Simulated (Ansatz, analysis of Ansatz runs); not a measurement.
# CsLiBr2 (P4/nmm), nudged elastic band: Li_i hop between interstitial places (q = +1)

Wanted: path and barrier of a jump of Li in CsLiBr2 (P4/nmm) at charge +1. The case: Li_i hop between interstitial places, in a cell of 64 host atoms with 1 Li put in.

Method: plane-wave PAW DFT, PBEsol; nudged elastic band between two relaxed defect structures at fixed charge in a uniform background, in Ansatz 0.2.0.

Most raw output is cut from this account.

### Step 1. The starting structure

The cell holds 65 atoms: 16 Cs, 17 Li and 32 Br. Its edges and angles: a = 14.446 Å, b = 14.446 Å, c = 9.811 Å, α = 90.0°, β = 90.0°, γ = 90.0°. It derives from CsLiBr2 (space group P4/nmm). Nearest the centre at fractional (0.495, 0.380, 0.491): Li65 at 1.73 Å, Br10 at 2.42 Å, Br43 at 2.42 Å, Cs2 at 2.56 Å, Cs35 at 2.78 Å, Br28 at 4.22 Å, Br57 at 4.35 Å, Br12 at 4.35 Å. The cell carries charge +1.

The cell's shortest repeat is 9.8 Å.

### Step 2. Relaxation of the start point, charge +1

A barrier is counted from a minimum, so both ends are relaxed first. Small random displacements break the symmetry of the ideal sites, so that the defect can distort if it gains by it. The charge of +1 is set by the electron count, and a uniform background keeps the cell neutral.

Contents of qp1.start/input.yaml:

```yaml
crystal:
  lattice:
    - [10.21487051, 10.21487051, 0.0]
    - [-10.21487051, 10.21487051, 0.0]
    - [0.0, 0.0, 9.8110832]
  atoms:
    - { symbol: Cs, position: [0.125, 0.125, 0.2995137] }
    - { symbol: Cs, position: [0.375, 0.375, 0.2995137] }
    - { symbol: Cs, position: [0.125, 0.375, 0.7004863] }
    - { symbol: Cs, position: [0.375, 0.125, 0.7004863] }
    - { symbol: Li, position: [0.125, 0.375, 0.08388538] }
    - { symbol: Li, position: [0.375, 0.125, 0.08388538] }
    - { symbol: Li, position: [0.125, 0.125, 0.91611462] }
    - { symbol: Li, position: [0.375, 0.375, 0.91611462] }
[... 53 atom lines left out ...]
    - { symbol: Br, position: [0.75, 0.75, 0.0] }
    - { symbol: Br, position: [0.5, 0.75, 0.0] }
    - { symbol: Br, position: [0.75, 0.5, 0.0] }
    - { symbol: Li, position: [0.5, 0.5, 0.5] }
total_charge: 1
basis:
  ecutwfc: 420
  xc_grid: 2
hamiltonian:
  xc: pbesol
kpoints:
  mp_grid: { grid: [1, 1, 1], shift: [0.25, 0.25, 0.25] }
scf:
  occupations: { method: fixed }
  max_iter: 150
output:
  forces: true
relax:
  f_tol: 0.02
  max_steps: 70
  random_displacement: { amplitude: 0.03, seed: 7529 }
```

Started as:

```bash
$ ansatz run input.yaml --threads 32 --pin off --max-ram 84787MiB --backend cuda --events-out ev --progress --plain --runs-dir out --max-vram 78GiB
```

Run time: 4.3 s. Hardware: 1 × NVIDIA GB200 with 32 threads of Arm Neoverse V2, shared host; peak memory 1.4 GiB.

The steps of the relaxation:

| step | energy less that of the first step (eV) | largest force component (eV/Å) |
| --- | --- | --- |
| 1 | 0.0000 | 0.6497 |
| 2 | -0.8350 | 0.3942 |
| 3 | -1.1589 | 0.1053 |
| 4 | -1.1811 | 0.1244 |
| 5 | -1.2183 | 0.0111 |
| 6 | -1.2183 | 0.0111 |

The atoms that moved most (Å, from the sites as typed, ahead of the random displacement, the mean shift of all atoms taken out):

| atom | dx | dy | dz | length |
| --- | --- | --- | --- | --- |
| Br43 | -0.402 | 0.000 | 0.177 | 0.439 |
| Br57 | -0.002 | -0.400 | -0.176 | 0.437 |
| Br10 | -0.001 | 0.399 | -0.178 | 0.437 |
| Br28 | 0.398 | 0.000 | 0.177 | 0.436 |
| Cs2 | 0.000 | -0.288 | -0.207 | 0.355 |
| Cs20 | -0.287 | -0.001 | 0.207 | 0.354 |
| Cs35 | 0.285 | 0.002 | 0.209 | 0.354 |
| Cs49 | -0.002 | 0.287 | -0.206 | 0.353 |

Neighbours of Li65 at the end:

| atom | distance (Å) |
| --- | --- |
| Br43 | 2.584 |
| Br10 | 2.585 |
| Br28 | 2.586 |
| Br57 | 2.588 |
| Cs2 | 3.576 |
| Cs20 | 3.577 |
| Cs49 | 3.578 |
| Cs35 | 3.578 |

Read from the output:

```yaml
free_energy: -180503.8426 eV
r_m_s_move_of_the_farther_half_of_the_atoms: 0.06538 Å
largest_move_from_the_ideal_geometry_of_this_structure_a_common_shift_of_the_far_atoms_taken_out: 0.4392 Å
```

The relaxation gained 1.218 eV and ended with a largest force component of 0.011 eV/Å.

### Step 3. Relaxation of the end point, charge +1

The end point is relaxed in the same cell and settings, so that the two energies compare. Atoms more than 3.2 Å from the middle of the hop start where the first relaxation left them, the nearer ones on or close to their ideal places, with small random displacements.

Contents of qp1.end/input.yaml:

```yaml
crystal:
  lattice:
    - [10.21487051, 10.21487051, 0.0]
    - [-10.21487051, 10.21487051, 0.0]
    - [0.0, 0.0, 9.8110832]
  atoms:
    - { symbol: Cs, position: [0.12209849, 0.12196397, 0.2988869] }
    - { symbol: Cs, position: [0.375, 0.375, 0.2995137] }
[... 1 atom line left out ...]
    - { symbol: Cs, position: [0.37583359, 0.12572569, 0.69636888] }
[... 3 atom lines left out ...]
    - { symbol: Li, position: [0.37934539, 0.37918872, 0.90599246] }
[... 1 atom line left out ...]
    - { symbol: Br, position: [0.375, 0.375, 0.66383435] }
[... 1 atom line left out ...]
    - { symbol: Br, position: [0.37340495, 0.12084631, 0.33232539] }
[... 15 atom lines left out ...]
    - { symbol: Br, position: [0.3942999, 0.60527126, 0.35427725] }
[... 4 atom lines left out ...]
    - { symbol: Cs, position: [0.62389239, 0.1259819, 0.30403339] }
[... 1 atom line left out ...]
    - { symbol: Cs, position: [0.625, 0.375, 0.7004863] }
[... 1 atom line left out ...]
    - { symbol: Li, position: [0.62018462, 0.37924752, 0.09396833] }
[... 5 atom lines left out ...]
    - { symbol: Br, position: [0.625, 0.375, 0.33616565] }
[... 13 atom lines left out ...]
    - { symbol: Br, position: [0.60512241, 0.60526731, 0.64591761] }
[... 7 atom lines left out ...]
    - { symbol: Li, position: [0.4896, 0.2604, 0.483] }
total_charge: 1
basis:
  ecutwfc: 420
  xc_grid: 2
hamiltonian:
  xc: pbesol
kpoints:
  mp_grid: { grid: [1, 1, 1], shift: [0.25, 0.25, 0.25] }
scf:
  occupations: { method: fixed }
  max_iter: 150
output:
  forces: true
relax:
  f_tol: 0.02
  max_steps: 70
  random_displacement: { amplitude: 0.01, seed: 7529 }
```

The job ended after 3.5 s (1 × NVIDIA GB200 with 32 threads; peak memory 1.5 GiB; 13 s of CPU time).

Step by step:

| step | energy less that of the first step (eV) | largest force component (eV/Å) |
| --- | --- | --- |
| 1 | 0.0000 | 0.7342 |
| 2 | -0.8738 | 0.4393 |
| 3 | -1.3639 | 0.1917 |
| 4 | -1.5814 | 0.0396 |
| 5 | -1.5966 | 0.0087 |

The atoms that moved most (Å, from the sites as typed, ahead of the random displacement):

| atom | dx | dy | dz | length |
| --- | --- | --- | --- | --- |
| Br41 | -0.456 | 0.019 | -0.223 | 0.508 |
| Br12 | -0.027 | 0.450 | 0.215 | 0.500 |
| Br28 | -0.444 | 0.026 | -0.209 | 0.491 |
| Br57 | -0.026 | 0.445 | 0.202 | 0.489 |
| Br43 | -0.003 | -0.403 | 0.178 | 0.441 |
| Br10 | 0.396 | -0.006 | -0.183 | 0.436 |
| Cs33 | 0.299 | -0.002 | -0.253 | 0.392 |
| Cs4 | -0.004 | -0.302 | 0.244 | 0.389 |

Neighbours of Li65 at the end:

| atom | distance (Å) |
| --- | --- |
| Br12 | 2.585 |
| Br41 | 2.585 |
| Br43 | 2.586 |
| Br10 | 2.587 |
| Cs33 | 3.569 |
| Cs2 | 3.569 |
| Cs35 | 3.570 |
| Cs4 | 3.571 |

Read from the output:

```
free energy                                                                                       : -180503.8427 eV
r.m.s. move of the farther half of the atoms                                                      : 0.06259 Å
largest move from the ideal geometry of this structure, a common shift of the far atoms taken out : 0.4368 Å
```

The relaxation gained 1.597 eV and ended with a largest force component of 0.0087 eV/Å. The end lies within 1 meV of the start.

### Step 4. Nudged elastic band, charge +1

5 movable images are laid between the ends on a pair-potential path, which keeps atoms from colliding in the first guess. Each image feels the true force across the path and a spring force along it. The highest image is set to climb to the top of the path.

This step: plane-wave PAW DFT, PBEsol; nudged elastic band between two relaxed defect structures at fixed charge in a uniform background.

Contents of qp1.neb/input.yaml:

```yaml
crystal:
  lattice:
    - [10.21487051, 10.21487051, 0.0]
    - [-10.21487051, 10.21487051, 0.0]
    - [0.0, 0.0, 9.8110832]
  atoms:
    - { symbol: Cs, position: [0.12211825, 0.12227218, 0.29891773] }
    - { symbol: Cs, position: [0.36073858, 0.36097188, 0.27845857] }
    - { symbol: Cs, position: [0.12604751, 0.3759187, 0.6961016] }
    - { symbol: Cs, position: [0.37585334, 0.1260339, 0.6963997] }
    - { symbol: Li, position: [0.12188705, 0.37371257, 0.07883087] }
    - { symbol: Li, position: [0.37349041, 0.12213723, 0.07900466] }
    - { symbol: Li, position: [0.12469187, 0.12477937, 0.91298538] }
    - { symbol: Li, position: [0.37936515, 0.37949694, 0.90602328] }
    - { symbol: Br, position: [0.12617809, 0.12619682, 0.66087231] }
    - { symbol: Br, position: [0.39434668, 0.39462288, 0.64579849] }
    - { symbol: Br, position: [0.12093489, 0.37342797, 0.33221567] }
    - { symbol: Br, position: [0.3734247, 0.12115452, 0.33235621] }
    - { symbol: Br, position: [5.254e-05, 1.931e-05, 0.00032517] }
    - { symbol: Br, position: [0.25147677, 0.25184641, -0.01852635] }
    - { symbol: Br, position: [-0.00012449, 0.24898745, -9.917e-05] }
    - { symbol: Br, position: [0.24896556, 0.00021806, 0.00028908] }
    - { symbol: Cs, position: [0.12579701, 0.62403686, 0.30389711] }
    - { symbol: Cs, position: [0.37583497, 0.8739165, 0.30402001] }
    - { symbol: Cs, position: [0.12223033, 0.87776833, 0.70118919] }
    - { symbol: Cs, position: [0.36071526, 0.63907113, 0.72165276] }
    - { symbol: Li, position: [0.12462289, 0.87532972, 0.08724102] }
    - { symbol: Li, position: [0.37923362, 0.62054541, 0.09417688] }
    - { symbol: Li, position: [0.12188747, 0.62634796, 0.92119409] }
    - { symbol: Li, position: [0.37358246, 0.87806845, 0.92120711] }
    - { symbol: Br, position: [0.12093665, 0.62662233, 0.66782017] }
    - { symbol: Br, position: [0.37334955, 0.87881418, 0.66780092] }
    - { symbol: Br, position: [0.12612212, 0.87375496, 0.33930483] }
    - { symbol: Br, position: [0.39431966, 0.60557948, 0.35430807] }
    - { symbol: Br, position: [-0.00022205, 0.50002024, 1.225e-05] }
    - { symbol: Br, position: [0.25146299, 0.74852356, 0.01842651] }
    - { symbol: Br, position: [-0.000138, 0.75103209, 0.00020166] }
    - { symbol: Br, position: [0.25089043, 0.50014418, 4.16e-05] }
    - { symbol: Cs, position: [0.62391214, 0.12629011, 0.30406421] }
    - { symbol: Cs, position: [0.87371556, 0.37609872, 0.30394772] }
    - { symbol: Cs, position: [0.63887857, 0.36117766, 0.72186003] }
    - { symbol: Cs, position: [0.87774849, 0.12222547, 0.70124502] }
    - { symbol: Li, position: [0.62020437, 0.37955573, 0.09399915] }
    - { symbol: Li, position: [0.87524915, 0.12469445, 0.08716327] }
    - { symbol: Li, position: [0.6263892, 0.12233049, 0.92106568] }
    - { symbol: Li, position: [0.8778085, 0.37359024, 0.92110616] }
    - { symbol: Br, position: [0.62660323, 0.12125053, 0.66785957] }
    - { symbol: Br, position: [0.87879268, 0.37332839, 0.6677887] }
    - { symbol: Br, position: [0.60517485, 0.39470787, 0.35426172] }
    - { symbol: Br, position: [0.87355682, 0.12641089, 0.33922721] }
    - { symbol: Br, position: [0.49993589, 0.00014883, -0.00038412] }
    - { symbol: Br, position: [0.74813331, 0.25171852, 0.01852313] }
    - { symbol: Br, position: [0.49977617, 0.25112569, -3.962e-05] }
    - { symbol: Br, position: [0.75097607, 6.041e-05, 4.301e-05] }
    - { symbol: Cs, position: [0.63881104, 0.63918389, 0.27858158] }
    - { symbol: Cs, position: [0.87755718, 0.87795209, 0.2990235] }
    - { symbol: Cs, position: [0.6239878, 0.87409105, 0.69590518] }
    - { symbol: Cs, position: [0.87376646, 0.62394324, 0.69618283] }
    - { symbol: Li, position: [0.62605214, 0.87812585, 0.07866655] }
    - { symbol: Li, position: [0.8776251, 0.62651173, 0.0787879] }
    - { symbol: Li, position: [0.62018177, 0.62039301, 0.9063676] }
    - { symbol: Li, position: [0.87520603, 0.8753924, 0.91309545] }
    - { symbol: Br, position: [0.60514217, 0.60557552, 0.64594843] }
    - { symbol: Br, position: [0.8737025, 0.87371158, 0.66097982] }
    - { symbol: Br, position: [0.62649773, 0.87905623, 0.33201591] }
    - { symbol: Br, position: [0.87859848, 0.62679596, 0.33216692] }
    - { symbol: Br, position: [0.49972814, 0.49997142, 0.00019692] }
    - { symbol: Br, position: [0.74814195, 0.74838409, -0.01859634] }
    - { symbol: Br, position: [0.49978542, 0.74891602, 0.00027445] }
    - { symbol: Br, position: [0.74867759, 0.50000408, 0.00014004] }
    - { symbol: Li, position: [0.49970495, 0.49998868, 0.49999266] }
total_charge: 1
basis:
  ecutwfc: 420
  xc_grid: 2
hamiltonian:
  xc: pbesol
kpoints:
  mp_grid: { grid: [1, 1, 1], shift: [0.25, 0.25, 0.25] }
scf:
  occupations: { method: fixed }
  max_iter: 150
output:
  forces: true
neb:
  images: 5
  f_tol: 0.04
  climbing: true
  initial_path: idpp
  max_iterations: 45
  order_check: false
  final_atoms:
    - { symbol: Cs, position: [0.12589571, 0.12616531, 0.3034112] }
    - { symbol: Cs, position: [0.36096295, 0.38905876, 0.27849659] }
[... 1 atom line left out ...]
    - { symbol: Cs, position: [0.36092929, 0.11190371, 0.72136571] }
[... 3 atom lines left out ...]
    - { symbol: Li, position: [0.3791179, 0.37113281, 0.90570966] }
[... 1 atom line left out ...]
    - { symbol: Br, position: [0.39414749, 0.35610139, 0.6453092] }
[... 1 atom line left out ...]
    - { symbol: Br, position: [0.39420274, 0.14497849, 0.35437422] }
[... 15 atom lines left out ...]
    - { symbol: Br, position: [0.37390409, 0.62903619, 0.33307305] }
[... 4 atom lines left out ...]
    - { symbol: Cs, position: [0.6384895, 0.11202489, 0.27837671] }
[... 1 atom line left out ...]
    - { symbol: Cs, position: [0.63839224, 0.38917918, 0.72110892] }
[... 1 atom line left out ...]
    - { symbol: Li, position: [0.62010462, 0.37112357, 0.09393621] }
[... 5 atom lines left out ...]
    - { symbol: Br, position: [0.6051709, 0.35621303, 0.35439759] }
[... 13 atom lines left out ...]
    - { symbol: Br, position: [0.62569574, 0.62910938, 0.6665927] }
[... 7 atom lines left out ...]
    - { symbol: Li, position: [0.4997166, 0.25046406, 0.49976685] }
```

Run time: 16 s. Hardware: 1 × NVIDIA GB200 with 32 threads; peak memory 2.6 GiB; 56 s of CPU time.

The path, image by image:

| image | path (Å) | energy (eV) | Li65: x, y, z (Å) |
| --- | --- | --- | --- |
| 0 | 0.000 | 0.0000 | -0.003, 10.212, 4.905 |
| 1 | 0.740 | 0.1710 | 0.304, 9.825, 4.837 |
| 2 | 1.481 | 0.5510 | 0.741, 9.379, 4.821 |
| 3 | 2.223 | 0.7350 | 1.247, 8.914, 4.849 |
| 4 | 2.961 | 0.5520 | 1.709, 8.410, 4.820 |
| 5 | 3.698 | 0.1730 | 2.152, 7.974, 4.835 |
| 6 | 4.435 | 0.0000 | 2.546, 7.663, 4.903 |

This step gave:

```
free energy      : -180503.1079 eV
barrier forward  : 0.7346 eV
barrier backward : 0.7347 eV
end less start   : -1.07e-4 eV
hop length       : 3.605 Å
```

Track of the atom that was set to move:

| image | x (Å) | y (Å) | z (Å) | nearest neighbour | distance (Å) |
| --- | --- | --- | --- | --- | --- |
| 0 | -0.003 | 10.21 | 4.905 | Br | 2.584 |
| 1 | 0.304 | 9.825 | 4.837 | Br | 2.472 |
| 2 | 0.741 | 9.379 | 4.821 | Br | 2.353 |
| 3 | 1.247 | 8.914 | 4.849 | Br | 2.313 |
| 4 | 1.709 | 8.41 | 4.82 | Br | 2.353 |
| 5 | 2.152 | 7.974 | 4.835 | Br | 2.47 |
| 6 | 2.546 | 7.663 | 4.903 | Br | 2.585 |

The band met its tolerance of 0.04 eV/Å after 6 iterations, with image 3 on top (the start counts as 0). Li65, which moves farthest between the ends, has 4 Br at 2.58 Å nearest at the start and 2 Br at 2.31 Å at the top.

(Part 1 of 2 ends here.)

[Logs are printed without paths, hosts, clocks, repeated set-up lines and the standing remarks that a program may print on its own settings, such as how far it seeks lower states.]

[Hosts, paths, dates, database ids (printed as entryN), source tags and the programs' standing remarks are cut or masked in the printed files.]
